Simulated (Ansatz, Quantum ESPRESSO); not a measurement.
# Nb chain with one atom pushed 1.0 Å aside at constant bond length: ballistic transmission, part 2 of 4

Wanted: the transmission near the Fermi level and the conductance of this junction: Nb chain with one atom pushed 1.0 Å aside at constant bond length.

Quantum ESPRESSO 7.5; plane-wave DFT, PBE, GBRV ultrasoft pseudopotentials; cross-check by Ansatz 0.2.0 with PAW datasets.

So far. Step 2 (SCF with pw.x): The run needed 24 iterations to bring the estimated error under 1e-07 Ry; the largest force on any atom, held or free, is 0.83 eV/Å.

### Step 3. Transmission with pwcond.x

Level of this step: transmission by pwcond, lead and junction from one cell; plane-wave DFT, PBE, GBRV ultrasoft pseudopotentials (Quantum ESPRESSO).

prefixt takes both regions from one run: the lead from 0 to bdl, the scattering region from bdl to bds (units of alat). ikind = 1 puts the same lead on both sides. The program's T_tot counts both spins in a run without spin; the tables below give T per spin.

cond.in reads:

```
&inputcond
  outdir = './out'
  prefixt = 'scf'
  tran_file = 'cond.dat'
  bdl = 0.6266666667
  bds = 4.6404312080
  ikind = 1
  ewind = 4.0
  epsproj = 1e-05
  nz1 = 7
  energy0 = 2.0
  denergy = -0.1
/
1
  0.00000000 0.00000000 1.00000000
41
```

Run with:

```console
$ OMP_NUM_THREADS=1 mpirun -n 4 pwcond.x -in cond.in > cond.out
```

Output:

```text
[banner, memory and clock lines left out]
Program PWCOND v.7.5 starts

          URL

     ./out/scf.save/

     IMPORTANT: XC functional enforced from input :
     Exchange-correlation= PBE
                           (   1   4   3   4   0   0   0)
     Any further DFT definition will be discarded
     Please, verify this is what you really want

     Check: negative core charge=   -0.000002

     negative rho (up, down):  7.637E-03 0.000E+00
     Reading collected, re-writing distributed wavefunctions

===== INPUT FILE containing all the regions =====

     GEOMETRY:

     lattice parameter (alat)  =      14.1729  a.u.
     the volume                =   13211.0924 (a.u.)^3
     the cross section         =     200.8724 (a.u.)^2
     l of the unit cell        =       4.6404 (alat)
     number of atoms/cell      =           15
     number of atomic types    =            1

     crystal axes: (cart. coord. in units of alat)
               a(1) = (  1.0000  0.0000  0.0000 )
               a(2) = (  0.0000  1.0000  0.0000 )
               a(3) = (  0.0000  0.0000  4.6404 )

   Cartesian axes

     site n.     atom                  positions (alat units)
          1        Nb     tau(  1)=(  0.5000  0.5000  4.6404  )
          2        Nb     tau(  2)=(  0.5000  0.5000  0.3133  )
          3        Nb     tau(  3)=(  0.5000  0.5000  0.6267  )
          4        Nb     tau(  4)=(  0.5000  0.5000  0.9400  )
          5        Nb     tau(  5)=(  0.5000  0.5000  1.2533  )
          6        Nb     tau(  6)=(  0.5000  0.5000  1.5667  )
          7        Nb     tau(  7)=(  0.5000  0.5000  1.8800  )
          8        Nb     tau(  8)=(  0.6333  0.5000  2.1635  )
          9        Nb     tau(  9)=(  0.5000  0.5000  2.4471  )
         10        Nb     tau( 10)=(  0.5000  0.5000  2.7604  )
         11        Nb     tau( 11)=(  0.5000  0.5000  3.0738  )
         12        Nb     tau( 12)=(  0.5000  0.5000  3.3871  )
         13        Nb     tau( 13)=(  0.5000  0.5000  3.7004  )
         14        Nb     tau( 14)=(  0.5000  0.5000  4.0138  )
         15        Nb     tau( 15)=(  0.5000  0.5000  4.3271  )

     nr1s                      =           54
     nr2s                      =           54
     nr3s                      =          250
     nr1sx                     =           54
     nr2sx                     =           54
     nr3sx                     =          250
     nr1                       =           60
     nr2                       =           60
     nr3                       =          288
     nr1x                      =           60
     nr2x                      =           60
     nr3x                      =          288

 _______________________________
  Radii of nonlocal spheres:

     type       ibeta     ang. mom.          radius (alat units)
       Nb         1         0                    0.1562
       Nb         2         0                    0.1562
       Nb         3         1                    0.1562
       Nb         4         1                    0.1562
       Nb         5         2                    0.1562
       Nb         6         2                    0.1562
----- General information -----

--- T calc. with identical leads (ikind=1) ---

     nrx                       =           54
     nry                       =           54
     nz1                       =            7

     energy0               =         2.0E+00
     denergy               =        -1.0E-01
     nenergy               =         41
     ecut2d                =         3.4E+01
     ewind                 =         4.0E+00
     epsproj               =         1.0E-05

     number of k_|| points=    1
                       cryst. coord.
        k(    1) = (   0.0000000   0.0000000), wk =   1.0000000
----- Information about left/right lead -----

     nocros                   =           18
     noins                    =           18
     norb                     =           54
     norbf                    =          252
     nrz                      =           34

      iorb      type   ibeta   ang. mom.   m       position (alat)
        1        1       1        0        1   taunew(   1)=(  0.5000  0.5000  0.0000)
        2        1       2        0        1   taunew(   2)=(  0.5000  0.5000  0.0000)
        3        1       3        1        1   taunew(   3)=(  0.5000  0.5000  0.0000)
        4        1       3        1        2   taunew(   4)=(  0.5000  0.5000  0.0000)
        5        1       3        1        3   taunew(   5)=(  0.5000  0.5000  0.0000)
        6        1       4        1        1   taunew(   6)=(  0.5000  0.5000  0.0000)
        7        1       4        1        2   taunew(   7)=(  0.5000  0.5000  0.0000)
        8        1       4        1        3   taunew(   8)=(  0.5000  0.5000  0.0000)
        9        1       5        2        1   taunew(   9)=(  0.5000  0.5000  0.0000)
       10        1       5        2        2   taunew(  10)=(  0.5000  0.5000  0.0000)
       11        1       5        2        3   taunew(  11)=(  0.5000  0.5000  0.0000)
       12        1       5        2        4   taunew(  12)=(  0.5000  0.5000  0.0000)
       13        1       5        2        5   taunew(  13)=(  0.5000  0.5000  0.0000)
       14        1       6        2        1   taunew(  14)=(  0.5000  0.5000  0.0000)
       15        1       6        2        2   taunew(  15)=(  0.5000  0.5000  0.0000)
       16        1       6        2        3   taunew(  16)=(  0.5000  0.5000  0.0000)
       17        1       6        2        4   taunew(  17)=(  0.5000  0.5000  0.0000)
       18        1       6        2        5   taunew(  18)=(  0.5000  0.5000  0.0000)
       19        1       1        0        1   taunew(  19)=(  0.5000  0.5000  0.3133)
       20        1       2        0        1   taunew(  20)=(  0.5000  0.5000  0.3133)
       21        1       3        1        1   taunew(  21)=(  0.5000  0.5000  0.3133)
       22        1       3        1        2   taunew(  22)=(  0.5000  0.5000  0.3133)
       23        1       3        1        3   taunew(  23)=(  0.5000  0.5000  0.3133)
       24        1       4        1        1   taunew(  24)=(  0.5000  0.5000  0.3133)
       25        1       4        1        2   taunew(  25)=(  0.5000  0.5000  0.3133)
       26        1       4        1        3   taunew(  26)=(  0.5000  0.5000  0.3133)
       27        1       5        2        1   taunew(  27)=(  0.5000  0.5000  0.3133)
       28        1       5        2        2   taunew(  28)=(  0.5000  0.5000  0.3133)
       29        1       5        2        3   taunew(  29)=(  0.5000  0.5000  0.3133)
       30        1       5        2        4   taunew(  30)=(  0.5000  0.5000  0.3133)
[...]
5 -->     6     0.38125     0.07956
   Total T_j, R_j =    0.75242  0.24758

    6 -->     1     0.14855     0.00114
    6 -->     2     0.00000     0.00000
    6 -->     3     0.00000     0.00000
    6 -->     4     0.10905     0.14304
    6 -->     5     0.38363     0.07955
    6 -->     6     0.09108     0.04394
   Total T_j, R_j =    0.73231  0.26769

E-Ef(ev), T(x2 spins) =    1.9000000   6.2990015
---  E-Ef =    1.8000000  k =    0.0000000   0.0000000
---  ie =          3  ik =          1
 Nchannels of the left tip =            6
 Right moving states:
   k1(2pi/a)   k2(2pi/a)   E-Ef (eV)
  -0.1289722  -0.0000017   1.8000000
  -0.1330795  -0.0000021   1.8000000
  -0.2026259   0.0000205   1.8000000
  -0.2026259   0.0000205   1.8000000
  -0.2536472   0.0000012   1.8000000
   0.4968582   0.0000117   1.8000000
 Left moving states:
   k1(2pi/a)   k2(2pi/a)   E-Ef (eV)
   0.1289722  -0.0000017   1.8000000
   0.1330794  -0.0000021   1.8000000
   0.2026253   0.0000205   1.8000000
   0.2026253   0.0000205   1.8000000
   0.2536473   0.0000012   1.8000000
  -0.4968582   0.0000117   1.8000000

 to transmit
 Band j to band i transmissions and reflections:
    j         i     |T_ij|^2    |R_ij|^2

    1 -->     1     0.12395     0.31370
    1 -->     2     0.00000     0.00000
    1 -->     3     0.11815     0.00001
    1 -->     4     0.00001     0.09250
    1 -->     5     0.10164     0.00030
    1 -->     6     0.24885     0.00088
   Total T_j, R_j =    0.59260  0.40740

    2 -->     1     0.00000     0.00000
    2 -->     2     0.22783     0.24048
    2 -->     3     0.00004     0.24970
    2 -->     4     0.28191     0.00003
    2 -->     5     0.00000     0.00000
    2 -->     6     0.00000     0.00000
   Total T_j, R_j =    0.50978  0.49022

    3 -->     1     0.11160     0.09251
    3 -->     2     0.00004     0.00003
    3 -->     3     0.18990     0.00013
    3 -->     4     0.00008     0.32773
    3 -->     5     0.02082     0.03188
    3 -->     6     0.10278     0.12251
   Total T_j, R_j =    0.42521  0.57479

    4 -->     1     0.00001     0.00001
    4 -->     2     0.28179     0.24971
    4 -->     3     0.00008     0.21062
    4 -->     4     0.25761     0.00013
    4 -->     5     0.00000     0.00000
    4 -->     6     0.00001     0.00002
   Total T_j, R_j =    0.53951  0.46049

    5 -->     1     0.10066     0.00030
    5 -->     2     0.00000     0.00000
    5 -->     3     0.01759     0.00000
    5 -->     4     0.00000     0.03187
    5 -->     5     0.34937     0.07183
    5 -->     6     0.39227     0.03609
   Total T_j, R_j =    0.85990  0.14010

    6 -->     1     0.24527     0.00088
    6 -->     2     0.00000     0.00000
    6 -->     3     0.09805     0.00002
    6 -->     4     0.00001     0.12252
    6 -->     5     0.38716     0.03609
    6 -->     6     0.06425     0.04576
   Total T_j, R_j =    0.79474  0.20526

E-Ef(ev), T(x2 spins) =    1.8000000   7.4435186
[... further energies and points left out ...]
---  E-Ef =   -1.8000000  k =    0.0000000   0.0000000
---  ie =         39  ik =          1
 Nchannels of the left tip =            3
 Right moving states:
   k1(2pi/a)   k2(2pi/a)   E-Ef (eV)
   0.2415711   0.0000128  -1.8000000
   0.2656963   0.0000085  -1.8000000
   0.2656963   0.0000085  -1.8000000
 Left moving states:
   k1(2pi/a)   k2(2pi/a)   E-Ef (eV)
  -0.2415710   0.0000128  -1.8000000
  -0.2656964   0.0000085  -1.8000000
  -0.2656964   0.0000085  -1.8000000

 to transmit
 Band j to band i transmissions and reflections:
    j         i     |T_ij|^2    |R_ij|^2

    1 -->     1     0.12322     0.73869
    1 -->     2     0.05793     0.00002
    1 -->     3     0.00001     0.08012
   Total T_j, R_j =    0.18117  0.81883

    2 -->     1     0.05842     0.08011
    2 -->     2     0.84083     0.00007
    2 -->     3     0.00069     0.01989
   Total T_j, R_j =    0.89993  0.10007

    3 -->     1     0.00001     0.00002
    3 -->     2     0.00069     0.40073
    3 -->     3     0.59849     0.00007
   Total T_j, R_j =    0.59919  0.40081

E-Ef(ev), T(x2 spins) =   -1.8000000   3.3605756
---  E-Ef =   -1.9000000  k =    0.0000000   0.0000000
---  ie =         40  ik =          1
 Nchannels of the left tip =            3
 Right moving states:
   k1(2pi/a)   k2(2pi/a)   E-Ef (eV)
   0.2320442   0.0000128  -1.9000000
   0.2460124   0.0000084  -1.9000000
   0.2460124   0.0000084  -1.9000000
 Left moving states:
   k1(2pi/a)   k2(2pi/a)   E-Ef (eV)
  -0.2320441   0.0000128  -1.9000000
  -0.2460125   0.0000084  -1.9000000
  -0.2460125   0.0000084  -1.9000000

 to transmit
 Band j to band i transmissions and reflections:
    j         i     |T_ij|^2    |R_ij|^2

    1 -->     1     0.12111     0.72883
    1 -->     2     0.06413     0.00004
    1 -->     3     0.00003     0.08584
   Total T_j, R_j =    0.18528  0.81472

    2 -->     1     0.06334     0.08583
    2 -->     2     0.82745     0.00017
    2 -->     3     0.00141     0.02181
   Total T_j, R_j =    0.89220  0.10780

    3 -->     1     0.00003     0.00004
    3 -->     2     0.00140     0.44853
    3 -->     3     0.54983     0.00016
   Total T_j, R_j =    0.55127  0.44873

E-Ef(ev), T(x2 spins) =   -1.9000000   3.2574864
---  E-Ef =   -2.0000000  k =    0.0000000   0.0000000
---  ie =         41  ik =          1
 Nchannels of the left tip =            3
 Right moving states:
   k1(2pi/a)   k2(2pi/a)   E-Ef (eV)
   0.2221746   0.0000126  -2.0000000
   0.2244319   0.0000139  -2.0000000
   0.2247954   0.0000084  -2.0000000
 Left moving states:
   k1(2pi/a)   k2(2pi/a)   E-Ef (eV)
  -0.2221746   0.0000126  -2.0000000
  -0.2244320   0.0000139  -2.0000000
  -0.2247955   0.0000084  -2.0000000

 to transmit
 Band j to band i transmissions and reflections:
    j         i     |T_ij|^2    |R_ij|^2

    1 -->     1     0.10798     0.69282
    1 -->     2     0.09435     0.10486
    1 -->     3     0.00000     0.00000
   Total T_j, R_j =    0.20232  0.79768

    2 -->     1     0.07909     0.10483
    2 -->     2     0.78921     0.02686
    2 -->     3     0.00000     0.00000
   Total T_j, R_j =    0.86830  0.13170

    3 -->     1     0.00000     0.00000
    3 -->     2     0.00000     0.00000
    3 -->     3     0.49103     0.50897
   Total T_j, R_j =    0.49103  0.50897

E-Ef(ev), T(x2 spins) =   -2.0000000   3.1233122
   T_tot     2.00000      0.34396E+01
   T_tot     1.90000      0.62990E+01
   T_tot     1.80000      0.74435E+01
   T_tot     1.70000      0.79457E+01
   T_tot     1.60000      0.82434E+01
   T_tot     1.50000      0.84731E+01
   T_tot     1.40000      0.86869E+01
   T_tot     1.30000      0.89067E+01
   T_tot     1.20000      0.91404E+01
   T_tot     1.10000      0.93803E+01
   T_tot     1.00000      0.96043E+01
   T_tot     0.90000      0.97912E+01
   T_tot     0.80000      0.99433E+01
   T_tot     0.70000      0.10077E+02
   T_tot     0.60000      0.10031E+02
   T_tot     0.50000      0.10365E+02
   T_tot     0.40000      0.10266E+02
   T_tot     0.30000      0.10368E+02
   T_tot     0.20000      0.10359E+02
   T_tot     0.10000      0.10309E+02
   T_tot    -0.00000      0.10291E+02
   T_tot    -0.10000      0.10124E+02
   T_tot    -0.20000      0.94809E+01
   T_tot    -0.30000      0.84779E+01
   T_tot    -0.40000      0.59623E+01
   T_tot    -0.50000      0.66079E+01
   T_tot    -0.60000      0.68881E+01
   T_tot    -0.70000      0.70482E+01
   T_tot    -0.80000      0.71568E+01
   T_tot    -0.90000      0.72384E+01
   T_tot    -1.00000      0.72957E+01
   T_tot    -1.10000      0.73147E+01
   T_tot    -1.20000      0.72649E+01
   T_tot    -1.30000      0.70727E+01
   T_tot    -1.40000      0.61725E+01
   T_tot    -1.50000      0.34575E+01
   T_tot    -1.60000      0.34739E+01
   T_tot    -1.70000      0.34341E+01
   T_tot    -1.80000      0.33606E+01
   T_tot    -1.90000      0.32575E+01
   T_tot    -2.00000      0.31233E+01

Note: The following floating-point exceptions are signalling: IEEE_UNDERFLOW_FLAG
Note: The following floating-point exceptions are signalling: IEEE_UNDERFLOW_FLAG
Note: The following floating-point exceptions are signalling: IEEE_UNDERFLOW_FLAG
Note: The following floating-point exceptions are signalling: IEEE_UNDERFLOW_FLAG
```

It took 14 min on 4 MPI ranks of Arm Neoverse V2, shared host; peak memory 0.94 GiB.

Read from the output:

| Property | Result |
| --- | --- |
| lead channels at the Fermi level, one spin | 6 |
| transmission at the Fermi level, one spin | 5.145 |
| conductance | 5.145 G₀ |

Per spin. The open channels by energy, zero at the Fermi level:

| energy (eV) | open channels |
| --- | --- |
| -2.00 | 3 |
| -1.90 | 3 |
| -1.80 | 3 |
| -1.70 | 3 |
| -1.60 | 3 |
| -1.50 | 3 |
| -1.40 | 4 |
| -1.20 | 4 |
| -1.10 | 4 |
| -1.00 | 4 |
| -0.90 | 4 |
| -0.80 | 4 |
| -0.70 | 4 |
| -0.60 | 4 |
| -0.50 | 4 |
| -0.40 | 4 |
| -0.30 | 6 |
| -0.20 | 6 |
| -0.10 | 6 |
| 0.00 | 6 |
| 0.10 | 6 |
| 0.20 | 6 |
| 0.30 | 6 |
| 0.40 | 6 |
| 0.50 | 6 |
| 0.60 | 6 |
| 0.70 | 6 |
| 0.80 | 6 |
| 0.90 | 6 |
| 1.00 | 6 |
| 1.10 | 6 |
| 1.20 | 6 |
| 1.40 | 6 |
| 1.50 | 6 |
| 1.60 | 6 |
| 1.70 | 6 |
| 1.80 | 6 |
| 1.90 | 6 |
| 2.00 | 4 |

Per spin. Table of transmission by energy, zero at the Fermi level:

energy (eV), transmission and a bar from the least value:
```
    -2.00       1.56 
    -1.90       1.63 #
    -1.70       1.72 #
    -1.60       1.74 #
    -1.40       3.09 #############
    -1.30       3.54 ################
    -1.20       3.63 #################
    -1.10       3.66 #################
    -1.00       3.65 #################
    -0.90       3.62 #################
    -0.80       3.58 #################
    -0.60       3.44 ################
    -0.50       3.30 ##############
    -0.30       4.24 ######################
    -0.20       4.74 ##########################
    -0.10       5.06 #############################
     0.00       5.15 ##############################
     0.10       5.15 ##############################
     0.20       5.18 ##############################
     0.30       5.18 ##############################
     0.50       5.18 ##############################
     0.60       5.02 #############################
     0.80       4.97 ############################
     0.90       4.90 ############################
     1.00       4.80 ###########################
     1.20       4.57 #########################
     1.30       4.45 ########################
     1.40       4.34 #######################
     1.60       4.12 #####################
     1.70       3.97 ####################
     1.90       3.15 #############
     2.00       1.72 #
```

The program's own clock; routines nest. Time by routine:

| routine | wall time (s) | calls |
| --- | --- | --- |
| PWCOND | 850.7 | 1 |
| scatter_forw | 704.9 | 82 |
| compbs | 111.7 | 41 |
| compbs_2 | 89.64 | 41 |
| local | 17.42 | 1 |
| init | 0.95 | 1 |
| poten | 0.12 | 1 |

The run is unpolarised; a magnetic state was not tried, may lie lower and would change T.

At no point does T exceed the number of channels.

(Part 2 of 4 ends here.)

[Logs are printed without paths, hosts, clocks, repeated set-up lines and the standing remarks that a program may print on its own settings, such as how far it seeks lower states.]

[Hosts, paths, dates, database ids (printed as entryN), source tags and the programs' standing remarks are cut or masked in the printed files.]

[Maps of the electrostatic potential energy from Ansatz leave out the sawtooth potential of an applied field or a dipole correction, so their vacuum need not be flat; planar profiles and work functions include it.]
